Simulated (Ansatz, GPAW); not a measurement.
# Li/W(110): work function by functional and basis

How far do functional and basis move the work function of Li/W(110)?

Method: GPAW, PAW setups; slab in vacuum, in the first sound run; inputs show where later runs differ, in GPAW 26.7.0 and Ansatz 0.2.0.

## Step 1: The starting structure

The cell holds 5 atoms: 4 W and 1 Li. Its edges and angles: a = 2.737 Å, b = 2.737 Å, c = 27.306 Å, α = 90.0°, β = 90.0°, γ = 70.5°. Vacuum lies along c.

## Step 2: Relaxing the atoms

Forces are removed first; all later runs use this geometry. The lowest 2 atoms are held at bulk positions and keep their forces.

Contents of run.py:

```python
import json
import numpy as np
from ase import Atoms
from ase.constraints import FixAtoms
from ase.optimize import BFGS
from gpaw import GPAW, PW

slab = Atoms(
    ['W', 'W', 'W', 'W', 'Li'],
    positions=[
        [0.00000, 0.00000, 9.00000],
        [2.23446, -0.00000, 11.23446],
        [0.00000, 0.00000, 13.46891],
        [2.23446, -0.00000, 15.70337],
        [0.00000, 0.00000, 18.30638]],
    cell=[[2.23446, -1.58, 0.0], [2.23446, 1.58, 0.0], [0.0, 0.0, 27.30638]],
    pbc=[True, True, False])

slab.calc = GPAW(mode=PW(400), xc='PBE', kpts={'size': (12, 12, 1), 'gamma': True},
                 occupations={'name': 'fermi-dirac', 'width': 0.1}, nbands='300%',
                 convergence={'density': 0.0001}, maxiter=200,
                 poissonsolver={'dipolelayer': 'xy'},
                 symmetry={'tolerance': 1e-3, 'extra_ids': [1, 1, 0, 0, 0]}, txt='slab.txt')
result = {}
slab.set_constraint(FixAtoms([0, 1]))
path = []
opt = BFGS(slab, maxstep=0.2)
opt.attach(lambda: path.append((slab.get_potential_energy(), slab.positions.tolist(), slab.get_forces().tolist())))
result['relaxed'] = bool(opt.run(fmax=0.05, steps=30))
result['path'] = path
energy = slab.get_potential_energy()
fermi = slab.calc.get_fermi_level()
v = slab.calc.get_electrostatic_potential().mean((0, 1)) - fermi
n = slab.calc.get_pseudo_density().mean((0, 1))
L = slab.cell[2, 2]
z = np.arange(len(v)) * L / len(v)
low, high = slab.positions[:, 2].min(), slab.positions[:, 2].max()
below, above = np.interp([low - 6.8, high + 6.8], z, v)
slopes = [np.interp(x, z, np.gradient(v, z)) for x in (low - 6.8, high + 6.8)]
eps = np.array([[slab.calc.get_eigenvalues(k, s) for k in range(len(slab.calc.get_ibz_k_points()))]
                for s in range(slab.calc.get_number_of_spins())]) - fermi
top, bottom = eps[eps < 0].max(), eps[eps > 0].min()
dipole = slab.get_dipole_moment()[2]
print(f'energy {energy:.4f} eV, Fermi level {fermi:.4f} eV, dipole {dipole:.5f} e A')
print(f'potential 6.8 A off the faces, from the Fermi level: lower {below:.4f} eV, upper {above:.4f} eV')
print(f'slope of the potential there: lower {slopes[0]:.5f}, upper {slopes[1]:.5f} eV/A')
print(f'nearest levels on the mesh: {top:.4f} and {bottom:.4f} eV')
print('magnetic moment', round(slab.get_magnetic_moment(), 3))
result.update(energy=energy, fermi=fermi, dipole=dipole, below=below, above=above, slopes=slopes, edges=[top, bottom],
              z=z.tolist(), v=v.tolist(), n=n.tolist(), positions=slab.positions.tolist(),
              forces=slab.get_forces(apply_constraint=False).tolist(), moments=slab.get_magnetic_moments().tolist())
json.dump(result, open('result.json', 'w'))
```

Run with:

```sh
$ OMP_NUM_THREADS=1 OPENBLAS_NUM_THREADS=1 python run.py
```

The log of the run:

```text
Step          Energy          fmax
BFGS:    0      -45.803974        0.551681
BFGS:    1      -45.812728        0.540001
BFGS:    2      -45.890601        0.317572
BFGS:    3      -45.893697        0.215672
BFGS:    4      -45.895552        0.217354
BFGS:    5      -45.904384        0.242796
BFGS:    6      -45.909902        0.364526
BFGS:    7      -45.914145        0.361301
BFGS:    8      -45.923862        0.164139
BFGS:    9      -45.925116        0.031227
energy -45.8669 eV, Fermi level 2.5125 eV, dipole 0.06216 e A
potential 6.8 A off the faces, from the Fermi level: lower 4.8845 eV, upper 3.2558 eV
slope of the potential there: lower 0.00016, upper -0.00017 eV/A
nearest levels on the mesh: -0.0168 and 0.0003 eV
magnetic moment 0.0
```

Elapsed: 60 min, on 1 thread of Arm Neoverse V1, shared host; peak memory 0.41 GiB.

Relaxation path:

| step | energy less that of the first step (eV) | largest force (eV/Å) |
| --- | --- | --- |
| 1 | 0.0000 | 0.5517 |
| 2 | -0.0087 | 0.5400 |
| 3 | -0.0871 | 0.3176 |
| 4 | -0.0900 | 0.2157 |
| 5 | -0.0918 | 0.2174 |
| 6 | -0.1012 | 0.2428 |
| 7 | -0.1075 | 0.3645 |
| 8 | -0.1123 | 0.3613 |
| 9 | -0.1232 | 0.1641 |
| 10 | -0.1246 | 0.0312 |

The atoms that moved most (Å):

```csv
atom,dx,dy,dz,length
Li5,0.000,0.000,-0.345,0.345
W3,0.000,0.000,0.028,0.028
W4,0.000,0.000,0.021,0.021
```

The relaxed structure:

```
W Li
1.0
     2.23446   -1.58000    0.00000
     2.23446    1.58000    0.00000
     0.00000    0.00000   27.30638
W Li
4 1
Direct
  0.00000 0.00000 0.32959
  0.50000 0.50000 0.41142
  0.00000 0.00000 0.49428
  0.50000 0.50000 0.57585
  0.00000 0.00000 0.65778
```

This step gave:

```yaml
dipole_along_the_normal: 0.06216 e·Å
levels_nearest_the_fermi_level_on_the_mesh: -0.01685, 3.01e-4 eV from the Fermi level
upper_work_function: 3.256 eV
lower_work_function: 4.884 eV
```

The electrostatic potential energy of an electron (without an applied field's), less the Fermi level, planar mean oscillates, so the rows of the table below give means over windows of 2.28 Å about each position, cut where the curve ends. Its maxima inside the range that stand out by 2 % of the span (Å: eV): 3.6: 4.88, 10.1: -2.75, 12.4: -2.59, 14.6: -2.64, 17.1: 0.838. Its minima: 9.0: -29.3, 11.3: -29.7, 13.5: -29.5, 15.7: -29.2, 18.0: -3.77.

Table of electrostatic potential energy of an electron (without an applied field's), less the Fermi level, planar mean by z; means over each step:

| z (Å) | electrostatic potential energy of an electron (without an applied field's), less the Fermi level, planar mean (eV) |
| --- | --- |
| 1.14 | 4.82 |
| 3.42 | 4.88 |
| 5.70 | 4.81 |
| 7.98 | -6.91 |
| 10.26 | -14.9 |
| 12.54 | -14.6 |
| 14.82 | -14.7 |
| 17.10 | -4.74 |
| 19.38 | 1.43 |
| 21.66 | 3.22 |
| 23.94 | 3.26 |
| 26.22 | 3.29 |

The pseudo valence density, planar mean oscillates, so the rows of the table below give means over windows of 2.17 Å about each position, cut where the curve ends. Its maxima inside the range that stand out by 2 % of the span (Å: e/Å³): 9.1: 1.77, 11.3: 1.84, 13.4: 1.83, 15.8: 1.79. Its minima: 10.2: 0.358, 12.4: 0.339, 14.5: 0.363.

Pseudo valence density, planar mean against z; means over each step:

z (Å), pseudo valence density, planar mean (e/Å³) and a bar:
```
     3.25       0.00 
     5.42       0.00 
     7.59       0.22 #######
     9.77       0.88 ##############################
    11.93       0.87 #############################
    14.11       0.89 ##############################
    16.27       0.80 ###########################
    18.45       0.05 ##
    20.62       0.00 
    22.79       0.00
```

The relaxation lowered the energy of the cell by 0.125 eV (energies extrapolated to zero smearing; the optimiser's log prints free energies). The largest force left on a free atom is 0.031 eV/Å.

## Step 3: The slab's potential

The work function is the vacuum plateau of the electrostatic potential less the Fermi level; a dipole layer lets the two faces have plateaus of their own.

Edit run.py of step 2 so:

```diff
@@ -3,4 +3,2 @@
 from ase import Atoms
-from ase.constraints import FixAtoms
-from ase.optimize import BFGS
 from gpaw import GPAW, PW
@@ -12,5 +10,5 @@
         [2.23446, -0.00000, 11.23446],
-        [0.00000, 0.00000, 13.46891],
-        [2.23446, -0.00000, 15.70337],
-        [0.00000, 0.00000, 18.30638]],
+        [0.00000, 0.00000, 13.49691],
+        [2.23446, -0.00000, 15.72448],
+        [-0.00000, -0.00000, 17.96161]],
     cell=[[2.23446, -1.58, 0.0], [2.23446, 1.58, 0.0], [0.0, 0.0, 27.30638]],
@@ -20,12 +18,6 @@
                  occupations={'name': 'fermi-dirac', 'width': 0.1}, nbands='300%',
-                 convergence={'density': 0.0001}, maxiter=200,
+                 convergence={'density': 1e-05}, maxiter=200,
                  poissonsolver={'dipolelayer': 'xy'},
-                 symmetry={'tolerance': 1e-3, 'extra_ids': [1, 1, 0, 0, 0]}, txt='slab.txt')
+                 symmetry={'tolerance': 1e-3}, txt='slab.txt')
 result = {}
-slab.set_constraint(FixAtoms([0, 1]))
-path = []
-opt = BFGS(slab, maxstep=0.2)
-opt.attach(lambda: path.append((slab.get_potential_energy(), slab.positions.tolist(), slab.get_forces().tolist())))
-result['relaxed'] = bool(opt.run(fmax=0.05, steps=30))
-result['path'] = path
 energy = slab.get_potential_energy()
```

The log of the run:

```text
energy -45.8669 eV, Fermi level 2.5124 eV, dipole 0.06373 e A
potential 6.8 A off the faces, from the Fermi level: lower 4.8863 eV, upper 3.2554 eV
slope of the potential there: lower -0.00005, upper 0.00008 eV/A
nearest levels on the mesh: -0.0169 and 0.0002 eV
magnetic moment 0.0
```

Run time: 9.5 min. Hardware: 1 thread; peak memory 0.41 GiB.

Numbers from this step:

```yaml
dipole_along_the_normal: 0.06373 e·Å
levels_nearest_the_fermi_level_on_the_mesh: -0.01686, 1.62e-4 eV from the Fermi level
upper_work_function: 3.255 eV
lower_work_function: 4.886 eV
```

The electrostatic potential energy of an electron (without an applied field's), less the Fermi level, planar mean oscillates, so the rows of the table below give means over windows of 2.28 Å about each position, cut where the curve ends. Its maxima inside the range that stand out by 2 % of the span (Å: eV): 0.5: 4.89, 10.1: -2.75, 12.4: -2.59, 14.6: -2.64, 17.1: 0.838. Its minima: 9.0: -29.3, 11.3: -29.7, 13.5: -29.5, 15.7: -29.2, 18.0: -3.77.

Electrostatic potential energy of an electron (without an applied field's), less the Fermi level, planar mean against z; means over each step:

```csv
z (Å),"electrostatic potential energy of an electron (without an applied field's), less the Fermi level, planar mean (eV)"
1.14,4.82
3.42,4.89
5.70,4.81
7.98,-6.91
10.26,-14.9
12.54,-14.6
14.82,-14.7
17.10,-4.74
19.38,1.43
21.66,3.22
23.94,3.25
26.22,3.29
```

The pseudo valence density, planar mean oscillates, so the rows of the table below give means over windows of 2.17 Å about each position, cut where the curve ends. Its maxima inside the range that stand out by 2 % of the span (Å: e/Å³): 9.1: 1.77, 11.3: 1.84, 13.4: 1.83, 15.8: 1.79. Its minima: 10.2: 0.358, 12.4: 0.339, 14.5: 0.363.

Table of pseudo valence density, planar mean by z; means over each step:

z (Å), pseudo valence density, planar mean (e/Å³) and a bar:
```
     3.25       0.00 
     5.42       0.00 
     7.59       0.22 #######
     9.77       0.88 ##############################
    11.93       0.87 #############################
    14.11       0.89 ##############################
    16.27       0.80 ###########################
    18.45       0.05 ##
    20.62       0.00 
    22.79       0.00
```

Force by atom:

```csv
atom,x (eV/Å),y (eV/Å),z (eV/Å),size
W1,0.000,0.000,0.394,0.394
W2,0.000,0.000,-0.396,0.396
W3,0.000,0.000,0.018,0.018
W4,0.000,0.000,-0.031,0.031
Li5,0.000,0.000,0.015,0.015
```

The potential is flat to 8.4e-5 eV/Å where it is read, so the vacuum is wide enough.

## Step 4: Self-consistent run: xc = "vdW-DF2"

The same geometry under vdW-DF2, to see how far the functional moves the levels against the vacuum (the van der Waals functionals take revPBE setups).

Edit run.py of step 3 so:

```diff
@@ -16,3 +16,3 @@
 
-slab.calc = GPAW(mode=PW(400), xc='PBE', kpts={'size': (12, 12, 1), 'gamma': True},
+slab.calc = GPAW(mode=PW(400), xc='vdW-DF2', kpts={'size': (12, 12, 1), 'gamma': True},
                  occupations={'name': 'fermi-dirac', 'width': 0.1}, nbands='300%',
```

The log of the run:

```text
energy -643.5977 eV, Fermi level 2.5032 eV, dipole 0.06749 e A
potential 6.8 A off the faces, from the Fermi level: lower 5.1176 eV, upper 3.3902 eV
slope of the potential there: lower -0.00012, upper 0.00032 eV/A
nearest levels on the mesh: -0.0077 and 0.0003 eV
magnetic moment 0.0
```

Elapsed: 13 min, on 1 thread; peak memory 0.54 GiB.

Numbers from this step:

```yaml
dipole_along_the_normal: 0.06749 e·Å
levels_nearest_the_fermi_level_on_the_mesh: -0.007682, 3.18e-4 eV from the Fermi level
upper_work_function: 3.390 eV
lower_work_function: 5.118 eV
```

The electrostatic potential energy of an electron (without an applied field's), less the Fermi level, planar mean oscillates, so the rows of the table below give means over windows of 2.28 Å about each position, cut where the curve ends. Its maxima inside the range that stand out by 2 % of the span (Å: eV): 0.5: 5.12, 10.1: -3.09, 12.4: -2.94, 14.6: -2.98, 17.1: 0.700. Its minima: 9.0: -29.5, 11.3: -29.9, 13.5: -29.7, 15.7: -29.4, 18.0: -3.70.

The electrostatic potential energy of an electron (without an applied field's), less the Fermi level, planar mean by z; means over each step:

```
z (Å)  electrostatic potential energy of an electron (without an applied field's), less the Fermi level, planar mean (eV)
 1.14                                                                                                                5.05
 3.42                                                                                                                5.12
 5.70                                                                                                                5.02
 7.98                                                                                                               -6.99
10.26                                                                                                               -15.1
12.54                                                                                                               -14.8
14.82                                                                                                               -15.0
17.10                                                                                                               -4.84
19.38                                                                                                                1.49
21.66                                                                                                                3.34
23.94                                                                                                                3.39
26.22                                                                                                                3.43
```

The pseudo valence density, planar mean oscillates, so the rows of the table below give means over windows of 2.17 Å about each position, cut where the curve ends. Its maxima inside the range that stand out by 2 % of the span (Å: e/Å³): 9.1: 1.77, 11.3: 1.85, 13.4: 1.83, 15.8: 1.79. Its minima: 10.2: 0.355, 12.4: 0.335, 14.5: 0.360.

Table of pseudo valence density, planar mean by z; means over each step:

| z (Å) | pseudo valence density, planar mean (e/Å³) |
| --- | --- |
| 3.25 | 9.3e-6 |
| 5.42 | 0.00142 |
| 7.59 | 0.223 |
| 9.77 | 0.880 |
| 11.93 | 0.872 |
| 14.11 | 0.892 |
| 16.27 | 0.800 |
| 18.45 | 0.0483 |
| 20.62 | 0.00385 |
| 22.79 | 1.2e-4 |

Force by atom:

```csv
atom,x (eV/Å),y (eV/Å),z (eV/Å),size
W1,0.000,0.000,-0.480,0.480
W2,0.000,0.000,-0.370,0.370
W3,0.000,0.000,-0.008,0.008
W4,0.000,0.000,0.798,0.798
Li5,0.000,0.000,0.058,0.058
```

The upper face's work function is 3.390 eV, against 3.255 eV in the first plane-wave PBE run at this geometry.

## Step 5: Self-consistent run: xc = "LDA"

The same geometry under LDA, to see how far the functional moves the levels against the vacuum.

Edit run.py of step 4 so:

```diff
@@ -16,3 +16,3 @@
 
-slab.calc = GPAW(mode=PW(400), xc='vdW-DF2', kpts={'size': (12, 12, 1), 'gamma': True},
+slab.calc = GPAW(mode=PW(400), xc='LDA', kpts={'size': (12, 12, 1), 'gamma': True},
                  occupations={'name': 'fermi-dirac', 'width': 0.1}, nbands='300%',
```

The log of the run:

```text
energy -50.5859 eV, Fermi level 2.2723 eV, dipole 0.06941 e A
potential 6.8 A off the faces, from the Fermi level: lower 5.1516 eV, upper 3.3753 eV
slope of the potential there: lower -0.00007, upper 0.00008 eV/A
nearest levels on the mesh: -0.0043 and 0.0090 eV
magnetic moment 0.0
```

Wall time 9 min (1 thread); peak memory 0.41 GiB.

This step gave:

```yaml
dipole_along_the_normal: 0.06941 e·Å
levels_nearest_the_fermi_level_on_the_mesh: -0.004336, 0.008973 eV from the Fermi level
upper_work_function: 3.375 eV
lower_work_function: 5.152 eV
```

The upper face's work function is 3.375 eV, against 3.255 eV in the first plane-wave PBE run at this geometry.

## Step 6: OptPBE vdW: xc = "optPBE-vdW"

The same geometry under optPBE-vdW, to see how far the functional moves the levels against the vacuum (the van der Waals functionals take revPBE setups).

Edit run.py of step 5 so:

```diff
@@ -16,3 +16,3 @@
 
-slab.calc = GPAW(mode=PW(400), xc='LDA', kpts={'size': (12, 12, 1), 'gamma': True},
+slab.calc = GPAW(mode=PW(400), xc='optPBE-vdW', kpts={'size': (12, 12, 1), 'gamma': True},
                  occupations={'name': 'fermi-dirac', 'width': 0.1}, nbands='300%',
```

The log of the run:

```text
energy -113.7695 eV, Fermi level 2.4441 eV, dipole 0.06583 e A
potential 6.8 A off the faces, from the Fermi level: lower 5.0486 eV, upper 3.3640 eV
slope of the potential there: lower -0.00008, upper 0.00016 eV/A
nearest levels on the mesh: -0.0168 and 0.0034 eV
magnetic moment 0.0
```

Run time: 9.2 min. Hardware: 1 thread; peak memory 0.54 GiB.

Numbers from this step:

```yaml
dipole_along_the_normal: 0.06583 e·Å
levels_nearest_the_fermi_level_on_the_mesh: -0.01675, 0.003392 eV from the Fermi level
upper_work_function: 3.364 eV
lower_work_function: 5.049 eV
```

The electrostatic potential energy of an electron (without an applied field's), less the Fermi level, planar mean oscillates, so the rows of the table below give means over windows of 2.28 Å about each position, cut where the curve ends. Its maxima inside the range that stand out by 2 % of the span (Å: eV): 0.4: 5.05, 10.1: -2.82, 12.4: -2.67, 14.6: -2.72, 17.1: 0.789. Its minima: 9.0: -29.2, 11.3: -29.6, 13.5: -29.4, 15.7: -29.1, 18.0: -3.79.

Electrostatic potential energy of an electron (without an applied field's), less the Fermi level, planar mean against z; means over each step:

z (Å), electrostatic potential energy of an electron (without an applied field's), less the Fermi level, planar mean (eV) and a bar from the least value:
```
     1.14        5.0 ##############################
     3.42        5.0 ##############################
     5.70        5.0 ##############################
     7.98       -6.9 ############
    10.26      -14.9 
    12.54      -14.6 
    14.82      -14.7 
    17.10       -4.8 ###############
    19.38        1.5 #########################
    21.66        3.3 ###########################
    23.94        3.4 ###########################
    26.22        3.4 ############################
```

The upper face's work function is 3.364 eV, against 3.255 eV in the first plane-wave PBE run at this geometry.

## Step 7: Real-space grid: mode = "fd"

A real-space grid is a second complete basis, so it checks the plane-wave result.

Edit run.py of step 6 so:

```diff
@@ -3,3 +3,3 @@
 from ase import Atoms
-from gpaw import GPAW, PW
+from gpaw import GPAW
 
@@ -16,3 +16,3 @@
 
-slab.calc = GPAW(mode=PW(400), xc='optPBE-vdW', kpts={'size': (12, 12, 1), 'gamma': True},
+slab.calc = GPAW(mode='fd', h=0.18, xc='PBE', kpts={'size': (12, 12, 1), 'gamma': True},
                  occupations={'name': 'fermi-dirac', 'width': 0.1}, nbands='300%',
```

The log of the run:

```text
energy -45.9506 eV, Fermi level -4.0703 eV, dipole 0.06364 e A
potential 6.8 A off the faces, from the Fermi level: lower 4.8857 eV, upper 3.2548 eV
slope of the potential there: lower 0.00000, upper 0.00007 eV/A
nearest levels on the mesh: -0.0000 and 0.0079 eV
magnetic moment 0.0
```

Elapsed: 53 min, on 1 thread; peak memory 2.9 GiB.

This step gave:

- dipole along the normal: 0.06364 e·Å
- levels nearest the Fermi level on the mesh: -3.72e-6, 0.007861 eV from the Fermi level
- upper work function: 3.255 eV
- lower work function: 4.886 eV

The upper face's work function is 3.255 eV, against 3.255 eV in the first plane-wave PBE run at this geometry.

## Step 8: Atomic orbitals: mode = "lcao"

Atom-centred orbitals end a few angstrom from the surface, which tests how much the density's tail matters.

Edit run.py of step 7 so:

```diff
@@ -16,4 +16,4 @@
 
-slab.calc = GPAW(mode='fd', h=0.18, xc='PBE', kpts={'size': (12, 12, 1), 'gamma': True},
-                 occupations={'name': 'fermi-dirac', 'width': 0.1}, nbands='300%',
+slab.calc = GPAW(mode='lcao', basis='dzp', h=0.18, xc='PBE', kpts={'size': (12, 12, 1), 'gamma': True},
+                 occupations={'name': 'fermi-dirac', 'width': 0.1}, nbands='120%',
                  convergence={'density': 1e-05}, maxiter=200,
```

The log of the run:

```text
energy -44.6738 eV, Fermi level -4.0022 eV, dipole 0.07007 e A
potential 6.8 A off the faces, from the Fermi level: lower 4.9000 eV, upper 3.1044 eV
slope of the potential there: lower -0.00000, upper -0.00000 eV/A
nearest levels on the mesh: -0.0044 and 0.0006 eV
magnetic moment 0.0
```

It took 52 min on 1 thread; peak memory 0.49 GiB.

Numbers from this step:

| Quantity | Value |
| --- | --- |
| dipole along the normal | 0.07007 e·Å |
| levels nearest the Fermi level on the mesh | -0.004364, 6.14e-4 eV from the Fermi level |
| upper work function | 3.104 eV |
| lower work function | 4.900 eV |

The upper face's work function is 3.104 eV, against 3.255 eV in the first plane-wave PBE run at this geometry.

(Part 1 of 2 ends here.)

[Logs are printed without paths, hosts, clocks, repeated set-up lines and the standing remarks that a program may print on its own settings, such as how far it seeks lower states.]

[Hosts, paths, dates, database ids (printed as entryN), source tags and the programs' standing remarks are cut or masked in the printed files.]
